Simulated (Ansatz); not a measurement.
# Lattice dynamics of (YN)3(CdO)1 [001] superlattice, started as rocksalt type, part 2 of 2

Aim: the vibrations of (YN)3(CdO)1 [001] superlattice, started as rocksalt type, their spectra, and whether the structure is stable.

Ansatz 0.2.0; DFT LDA, scalar-relativistic, plane waves, PAW.

So far. Step 4 (Relaxing to small forces for the phonons): The largest force component left is 0.17 meV/Å and the pressure is -0.001 GPa, within the tolerances set. The cell now holds 13.62 Å³/atom. The relaxed cell has a = 3.421, c = 9.310 Å (conventional setting).

The structure was built from a prototype and need not be the compound's stable phase.

### Step 5. Zone-centre response (continued)

Static dielectric tensor, which the program warns is not settled by the k meshes in reach. Tensor:

```csv
,x,y,z
x,62.47,0,0
y,0,62.47,0
z,0,0,26.87
```

Optical modes at the zone centre, without and with the macroscopic field of the longitudinal modes; each column is sorted by frequency, so a row need not hold one and the same mode. Modes with and without the field, by row:

```csv
rank among optical modes,no field (cm⁻¹),"q along (1, 0, 0) (cm⁻¹)","q along (0, 0, 1) (cm⁻¹)"
1,92.9,92.9,92.9
2,92.9,94.2,92.9
3,111.1,111.1,111.1
4,111.1,111.1,111.1
5,151.1,151.1,151.1
6,151.1,151.1,151.1
7,170.3,170.3,171.7
8,185.4,185.4,185.4
9,185.4,212.3,185.4
10,212.3,222.8,212.3
11,222.8,241,226.2
12,260.5,260.5,260.5
13,260.5,280.6,260.5
14,280.6,280.6,280.6
15,280.6,292.1,280.6
16,301.7,301.7,301.7
17,301.7,330.8,301.7
18,330.8,484.1,482.2
19,484.1,525.2,556.1
20,556.1,556.1,566.3
21,573.9,573.9,601.7
```

Born charge (rows field, columns displacement) (e), principal values of the symmetric part by kind of site:

```csv
atom,atoms with these values,low,middle,high,mean
Cd1,1,2.23,2.23,2.78,2.42
N2,2,-3.96,-3.96,-3.42,-3.78
N3,1,-4.34,-4.34,-3.53,-4.07
O5,1,-4.33,-2.76,-2.76,-3.28
Y6,2,4.15,4.23,4.23,4.21
Y7,1,3.62,4.33,4.33,4.09
```

In full for Y7:

```
4.33 0.00 0.00
0.00 4.33 0.00
0.00 0.00 3.62
```

Transverse modes. Infrared lines, with heights relative to the strongest:

```csv
position (cm⁻¹),label,relative intensity
93,Eu,1.3
111,Eg,0.0
151,Eu,0.1
170,A2u,0.6
185,Eu,100
212,A1g,0.0
223,A2u,2.1
260,Eu,30
281,Eg,0.0
302,Eu,17
331,A2u,65
484,A2u,0.5
556,A1g,0.0
574,A2u,0.4
```

Before it was imposed, the acoustic sum rule was missed by 2.4e-4 eV/Å² and the charge sum rule by 0.017 e. Small misses are needed for a sound result but don't prove that mesh and cutoff are converged. The lowest optical mode is real, 92.9 cm⁻¹.

The log warns of the k mesh: “the force constants stand on the 12×12×4 k-mesh, whose period is 10.72 times the interband length at k = (0.0000, 0.0000, -0.5000), direct gap 0.389 eV, under 14: take them and everything formed from them as unconverged”.

### Step 6. Isotope substitution, element Cd, natural mass 112.414 amu

An isotope changes the mass and not the force constants, so no new electronic calculation is needed; the shifts show which modes move this element.

The same force constants with the mass of Cd changed from 112.414 to 115.905 u (phonopy, no LO-TO term). Both lists are sorted by frequency; levels can cross, so a row need not hold one and the same mode. Modes under 3 cm⁻¹ are left out. Isotope shifts, by row:

```csv
q,rank,natural mass (cm⁻¹),changed mass (cm⁻¹)
0 0 0,4,92.94,92
0 0 0,5,92.94,92
0 0 0,6,111.1,111.1
0 0 0,7,111.1,111.1
0 0 0,8,151.1,151.1
0 0 0,9,151.1,151.1
0 0 0,10,170.3,168.4
0 0 0,11,185.4,185.3
0 0 0,12,185.4,185.3
0 0 0,13,212.3,212.3
0 0 0,14,222.8,222.8
0 0 0,15,260.5,260.4
0 0 0,16,260.5,260.4
0 0 0,17,280.6,280.6
0 0 0,18,280.6,280.6
0 0 0,19,301.7,301.7
0 0 0,20,301.7,301.7
0 0 0,21,330.8,330.8
0 0 0,22,484.1,484.1
0 0 0,23,556.1,556.1
0 0 0,24,573.9,573.9
```

A mode of this element alone would shift by -1.52 %. The highest zone-centre frequency without the field goes from 573.9 to 573.9 cm⁻¹ (-0.0 %). The product of the frequency ratios over all optical modes at Γ is 0.967; the product rule, (m/m′)^(3k/2) (M′/M)^(3/2) with k = 1 such atoms and M the mass of the cell, gives 0.967.

### Step 7. Another isotope, element N, natural mass 14.007 amu

The same for N, from 14.01 to 15.00 u.

A mode of this element alone would shift by -3.37 %. The highest zone-centre frequency without the field goes from 573.9 to 568.0 cm⁻¹ (-1.0 %). The product of the frequency ratios over all optical modes at Γ is 0.742; the product rule, (m/m′)^(3k/2) (M′/M)^(3/2) with k = 3 such atoms and M the mass of the cell, gives 0.742.

### Step 8. Another isotope, element O, natural mass 15.999 amu

The same for O, from 16.00 to 18.00 u.

The same force constants with the mass of O changed from 15.999 to 17.999 u (phonopy, no LO-TO term). Both lists are sorted by frequency; levels can cross, so a row need not hold one and the same mode. Modes under 3 cm⁻¹ are left out. Isotope shifts, by row:

```csv
q,rank,natural mass (cm⁻¹),changed mass (cm⁻¹)
0 0 0,4,92.94,92.85
0 0 0,5,92.94,92.85
0 0 0,6,111.1,111.1
0 0 0,7,111.1,111.1
0 0 0,8,151.1,151.1
0 0 0,9,151.1,151.1
0 0 0,10,170.3,170.2
0 0 0,11,185.4,179
0 0 0,12,185.4,179
0 0 0,13,212.3,212.3
0 0 0,14,222.8,222.8
0 0 0,15,260.5,259.1
0 0 0,16,260.5,259.1
0 0 0,17,280.6,280.6
0 0 0,18,280.6,280.6
0 0 0,19,301.7,297.1
0 0 0,20,301.7,297.1
0 0 0,21,330.8,325.6
0 0 0,22,484.1,481.8
0 0 0,23,556.1,554
0 0 0,24,573.9,556.1
```

A mode of this element alone would shift by -5.72 %. The highest zone-centre frequency without the field goes from 573.9 to 556.1 cm⁻¹ (-3.1 %). The product of the frequency ratios over all optical modes at Γ is 0.844; the product rule, (m/m′)^(3k/2) (M′/M)^(3/2) with k = 1 such atoms and M the mass of the cell, gives 0.844.

### Step 9. Summary of results

- space group after relaxation (within 0.01 Å): P4/mmm
- volume per atom: 13.6 Å³
- gap on the k-mesh: 0.389 eV
- highest optical mode at the zone centre (no LO-TO term): 574 cm⁻¹
- top of the zone-centre spectrum with the field: 602 cm⁻¹
- lowest optical zone-centre mode: 92.9 cm⁻¹
- mean high-frequency dielectric constant: 8.96
- mean static dielectric constant: 50.6
- largest Born charge (third of the trace): 4.21 e
- imaginary modes at Γ (the only wavevector solved): none

In words: The structure is stable against zone-centre distortions, since no mode there is imaginary; runs at other wavevectors are not part of this account. Without the field, the optical modes at Γ span 93 to 574 cm⁻¹. The dispersion is not part of this account. With the macroscopic field of the longitudinal modes the top of the zone-centre spectrum lies at 602 cm⁻¹, against 574 cm⁻¹ without it. Lattice motion raises the mean dielectric constant from 8.960 to 50.60. The strongest infrared line is at 185 cm⁻¹. With the field response the log warns that the k mesh is coarse for the force constants too, so the frequencies may not be converged. In this run the field response is not settled by the k meshes in reach, so its dielectric tensor, Born charges and longitudinal modes are rough. The starting cell was built on a prototype and not taken from a measurement, so the phase need not exist. These are harmonic frequencies at zero temperature: anharmonic shifts, linewidths and thermal expansion are left out.

[Logs are printed without paths, hosts, clocks, repeated set-up lines and the standing remarks that a program may print on its own settings, such as how far it seeks lower states.]

[Hosts, paths, dates, database ids (printed as entryN), source tags and the programs' standing remarks are cut or masked in the printed files.]
